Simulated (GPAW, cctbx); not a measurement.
# Tl2Cr4Cd: deformation density and structure factors from DFT

Question: by how much does bonding change the X-ray structure factors of Tl2Cr4Cd, how firmly does DFT give the change, and what does a routine refinement make of it?

The start was made by putting kin elements into a known structure type; the compound need not exist, or be stable, in this form. All numbers below are calculated.

### 1. Find the equilibrium geometry

The density hangs on the geometry, so cell and atoms are relaxed first, with the symmetry held. The cutoff is set higher than for the density because stress converges slowly with plane waves.

Settings: GPAW 26.7.0, PBE, 570 eV, 4×4×4 k-points, Fermi–Dirac width 0.1 eV, spin-polarised, BFGS to 0.03 eV/Å.

```text
cell
1.0
     5.292000000    0.000000000    0.000000000
     0.000000000    5.292000000    0.000000000
    -2.646000000   -2.646000000    5.359000000
Tl Cd Cr
2 1 4
Direct
0.000000000 0.000000000 0.000000000
0.750000000 0.250000000 0.500000000
0.500000000 0.500000000 0.000000000
0.579000000 0.625900000 0.718400000
0.139400000 0.092500000 0.718400000
0.374100000 0.860600000 0.281600000
0.907500000 0.421000000 0.281600000
```

```console
$ OMP_NUM_THREADS=1 mpirun -n 4 gpaw python run.py > gpaw.log
```

```text
BFGS:    0      -29.477484        4.115265
BFGS:    1      -30.826437        3.646514
BFGS:    2      -33.368544        2.472618
BFGS:    3      -34.767648        1.074364
...
BFGS:   12      -35.166287        0.049978
BFGS:   13      -35.166960        0.039401
BFGS:   14      -35.167548        0.020319
cell  5.6690 5.6690 6.9834  113.95 113.95 90.00
volume 183.771 A^3, largest force 0.017 eV/A, largest stress 0.09 GPa
```

The cell moved far, while the k-mesh and basis were chosen for the start, so the final shape may be somewhat biased.

After 14 steps the volume has changed by +22.4 % and the energy by -5.690 eV; the largest stress left is 0.09 GPa. It took 15 min on 4 cores of Arm Neoverse V2 (shared host), peak memory 2.1 GiB.

Relaxed structure: I-4 (no. 82), a = 5.6690 Å, b = 5.6690 Å, c = 11.4365 Å, α = 90.00°, β = 90.00°, γ = 90.00°.

| atom | mult. | x | y | z |
| --- | --- | --- | --- | --- |
| Tl1 | 2 | 0 | 0 | 0 |
| Tl2 | 2 | 0 | 1/2 | 1/4 |
| Cd1 | 2 | 1/2 | 1/2 | 0 |
| Cr1 | 8 | 0.6844 | 0.1690 | 0.3362 |

### 2. The all-electron density

X-rays see the whole electron density, so the PAW density is rebuilt with its core regions. Subtracting spherical free atoms from the same code cancels the cores and leaves the deformation density Δρ, the part due to bonding.

Settings: PBE, 450 eV, 5×5×5 k-points, Fermi–Dirac width 0.1 eV, spin-polarised; primitive cell of 7 atoms.

```console
$ OMP_NUM_THREADS=1 mpirun -n 4 gpaw python run.py > gpaw.log
```

```text
|iter:   1|       0s |  -41.578462 | -0.05 |       | +11.9707|
|iter:   2|       4s |  -36.816662 | -1.19 | -0.59 | +12.1274|
|iter:   3|       9s |  -33.918495 | -0.61 | -0.70 | +13.3232|
...
|iter:  15|      67s |  -34.945391c| -6.58 | -4.83c| +17.1351|
|iter:  16|      72s |  -34.945391c| -6.97 | -5.12c| +17.1351|
|iter:  17|      77s |  -34.945390c| -7.41c| -5.33c| +17.1349|
```

```text
gpts.py:43: UserWarning: Initial realspace grid (28,28,35) inconsistent with symmetries.
gpts.py:43: UserWarning: Initial realspace grid (28,28,35) inconsistent with symmetries.
gpts.py:43: UserWarning: Initial realspace grid (28,28,35) inconsistent with symmetries.
gpts.py:43: UserWarning: Initial realspace grid (28,28,35) inconsistent with symmetries.
gpts.py:70: UserWarning: Using symmetrized grid: (35,35,35).
gpts.py:70: UserWarning: Using symmetrized grid: (35,35,35).
gpts.py:70: UserWarning: Using symmetrized grid: (35,35,35).
gpts.py:70: UserWarning: Using symmetrized grid: (35,35,35).
grid (70, 70, 70)  electrons 306.000  moved by bonding 1.264 e
deformation density beyond 0.5 A of the nuclei: max 0.099, min -0.236 e/A^3
atom        x       y       z   Voronoi charge  moment
Tl1    0.0000  0.0000  0.0000     -0.016       0.03
Tl2    0.2500  0.7500  0.5000     -0.019       0.01
Cd3    0.5000  0.5000  0.0000      0.076       0.03
Cr4    0.0206  0.5052  0.6724     -0.010       3.54
Cr5    0.6518  0.1672  0.6724     -0.010       3.54
Cr6    0.4948  0.3482  0.3276     -0.010       3.54
Cr7    0.8328  0.9794  0.3276     -0.010       3.54
mean inner potential of superposed free atoms 16.159 V
total magnetic moment 17.135 muB
```

Deformation density in a plane through the shortest contact of the Cd atom at the origin, in 0.01 e/Å³ (clipped at ±99); x from -1.6 to 4.4 Å, y from 2.4 down to -2.4 Å:

```text
  2   0  -3   .   .  -3  -2   0   0   0   0   1   1   1   1   0
  1   0  -1  -4  -5  -1  -1   0   0   0   0   0   1   1   1   0
  1   1   1   2   2   2   1   1   1   0   0   0   0   1   1   1
  0   1   1   3   3   2   1   1   1   0  -1  -1   0   1   1   1
  0   0  -1  -3  -3  -4   0   1   1  -1  -3  -5  -3   0   1   1
  0  -1  -5  -2   .  -1  -4   2   2  -3  -1   .  -4  -3   1   1
  0  -1  -6   .   .   .  -3   3   2  -5   .   .   .  -7   0   1
  0   0  -5  -1   .  -1  -3   2   2  -2  -3   .  -2  -4   0   1
  1   1   0  -4  -6  -5  -1   1   1   0  -2  -3  -2  -1   0   0
  1   1   1   0  -1  -1  -1   0   1   1   1   1   1   1   1   1
  1   1   1   1   0   0   0   0   0   1   1   2   2   1   1   1
  0   1   1   1   0   0   0   0   0   0   0   0   0   0   0   0
  0   1   1   1   0   0   0   0   0   0  -1  -1  -1   0   0   0
```

Atoms in or within 0.15 Å of the plane: Cd (0.0, 0.0), Cr (2.8, 0.0) Å. Dots mark points within about 0.45 Å of a nucleus; large values next to them are atomic features.

Tl gains most (-0.02 e) and Cd loses most (+0.08 e), in averages over each element's sites, which isn't the order of electronegativity: valence and coordination count too, and Voronoi cells cut space at the midplane whatever the atoms' sizes. Along the shortest contact from the Cd atom at the map's origin, Cd–Cr at 2.76 Å, Δρ is +0.03 e/Å³ at the midpoint: little piles up between the atoms, as is usual in a metallic crystal, which this run finds. At the midpoints of other shortest contacts it is +0.04 (Tl–Cr, 2.77 Å) and +0.04 (Cr–Cr, 2.81 Å) e/Å³. Point values carry grid noise of about 0.01 e/Å³. The cell's moment is 17.14 μB; the largest inside an atomic sphere is 3.54 μB. The run needed 17 iterations, 90 s.

### 3. Structure factors

The Fourier components of Δρ, added to those of the free atoms, give the static X-ray structure factors; the Mott–Bethe relation turns them into the Fourier components V of the potential that fast electrons feel.

```text
static structure factors of the conventional cell: F in electrons, V (Mott-Bethe) in volts
   h  k  l      d  |F| table  |F| free   |F| DFT   change   |V| free  |V| DFT  change %
   0  0  2  5.7183     7.644     7.867     7.506   -0.361     0.741    0.594    -19.9
   0  1  1  5.0792   106.002   105.970   106.001    0.032     0.765    0.744     -2.7
   1  1  0  4.0086    54.175    54.345    54.180   -0.166     0.841    0.874      3.9
   1  1  2  3.2824   405.049   404.742   404.399   -0.343     7.264    7.320      0.8
   0  1  3  3.1634   163.344   163.261   162.966   -0.295     2.408    2.446      1.6
   0  0  4  2.8591   278.504   278.876   279.121    0.246     3.405    3.380     -0.7
   0  2  0  2.8345   271.765   272.173   272.382    0.209     3.225    3.204     -0.6
   0  2  2  2.5396   120.124   119.776   119.128   -0.648     2.491    2.543      2.1
   1  2  1  2.4752   180.090   179.790   179.028   -0.761     3.033    3.099      2.2
   2  1  1  2.4752   200.506   200.141   199.354   -0.787     3.158    3.219      1.9
   1  1  4  2.3277   131.340   130.788   129.850   -0.938     2.857    2.920      2.2
   0  1  5  2.1212   194.929   194.593   194.120   -0.473     2.992    3.020      0.9
   1  2  3  2.1110   195.307   194.948   194.209   -0.739     2.966    3.007      1.4
   2  1  3  2.1110   138.271   138.008   137.369   -0.639     2.591    2.636      1.8
```

The largest X-ray change is -0.94 e on 114, 0.7 % of |F|. For electrons V goes as (Z − F)/g², so a change of F counts against Z − F, which is small at low angle and wherever the atoms' terms cancel: |V| of 002 moves by -19.9 % (0.74 to 0.59 V) against -4.6 % in |F|. The last three rows still change by up to 0.74 e; the table stops while the angles are still low. The tabulated Hartree–Fock atoms differ from the free DFT atoms by up to 0.55 e, so the choice of reference atom matters too.

### 4. Convergence

Cutoff and k-mesh: one is changed at a time, to find what the result needs.

```csv
run,ΔF 114 (e),ΔF 211 (e),ΔF 121 (e),q(Tl) (e),moved (e),time
450 eV 5×5×5,-0.938,-0.787,-0.761,-0.018,1.264,90 s
250 eV 5×5×5,-0.965,-0.814,-0.785,-0.020,1.469,44 s
350 eV 5×5×5,-0.949,-0.797,-0.770,-0.018,1.309,51 s
750 eV 5×5×5,-0.936,-0.786,-0.760,-0.018,1.279,3.2 min
450 eV 2×2×2,-0.939,-0.776,-0.758,-0.013,1.238,26 s
450 eV 3×3×3,-0.950,-0.800,-0.774,-0.018,1.277,34 s
150 eV 5×5×5 (unsound),-1.221,-0.984,-0.961,-0.032,2.049,15 s
```

Within 0.02 e of the base on all three: 450 eV 2×2×2, 450 eV 3×3×3, 350 eV 5×5×5 and 750 eV 5×5×5; the cheapest takes 0.29 of the base's time. The largest error, 0.027 e, comes with 250 eV 5×5×5. The moved charge is off by up to 16 % among these runs. The run marked unsound (cutoff far too low) misses ΔF(114) by 0.283 e. Times are from shared hosts.

### 5. What a spherical-atom refinement makes of it

Routine crystallography fits spherical atoms. To see the bias, intensities are simulated from tabulated atoms plus the DFT change ΔF, so that bonding alone can misfit (12032 reflections of the full sphere, merged to the counts below, to 0.4 Å, 1 % proportional noise plus counting noise, assumed isotropic U as listed, Δρ smeared by the mean U) and refined with cctbx over different ranges.

| range | data | R1 | GooF | U Tl1 (true 0.0069) | U Tl2 (true 0.0069) | U Cd1 (true 0.0085) | U Cr1 (true 0.0109) | largest shift (Å) | Δρ max, min (e/Å³) |
| --- | --- | --- | --- | --- | --- | --- | --- | --- | --- |
| all data | 3015 | 0.0063 | 0.93 | 0.0069 | 0.0069 | 0.0085 | 0.0109 | 0.0001 | 0.43, -0.49 |
| low resolution, d > 0.84 | 335 | 0.0035 | 0.97 | 0.0069 | 0.0068 | 0.0083 | 0.0108 | 0.0006 | 0.16, -0.16 |
| high order, d < 0.75 | 2550 | 0.0075 | 0.93 | 0.0069 | 0.0069 | 0.0085 | 0.0109 | 0.0002 | 0.38, -0.35 |
| occupancies free, d > 0.7 | 559 | 0.0038 | 0.93 | 0.0068 | 0.0069 | 0.0085 | 0.0107 | 0.0007 | 0.18, -0.26 |

With all data GooF is 0.93, so at this noise the bonding hardly shows; the top residual peak, near noise level, lies 1.93 Å from Cr and 2.36 Å from Tl. No U is off by more than 3 s.u. at low resolution. With Tl1 held at 1 and the scale free, the other occupancies refine to Tl2 1.002(0.001), Cd1 1.002(0.003) and Cr1 0.997(0.002), within three s.u. of full.

### 6. Answer

Bonding moves 1.26 e in the primitive cell of Tl2Cr4Cd and changes the structure factors of the conventional cell in the table above by at most 0.94 e (114, 0.7 %). The shortest bond, Cd–Cr, has Δρ = +0.03 e/Å³ at its midpoint, with no localised bond charge. Within 0.02 e of the base on all three: 450 eV 2×2×2, 450 eV 3×3×3, 350 eV 5×5×5 and 750 eV 5×5×5; the cheapest takes 0.29 of the base's time. The largest error, 0.027 e, comes with 250 eV 5×5×5. The moved charge is off by up to 16 % among these runs. With all data GooF is 0.93, so at this noise the bonding hardly shows. Limits: static density, frozen cores, no spin–orbit coupling; a ferromagnetic start is the only order tried, and the real ground state may be antiferromagnetic or insulating.

[Outputs are excerpts: Python notices, other lines and further rows are left out; steps that failed or that the build refused (PBEsol, TPSS) are not shown.]

[Logs are printed without paths, hosts, clocks, repeated set-up lines and the standing remarks that a program may print on its own settings, such as how far it seeks lower states.]
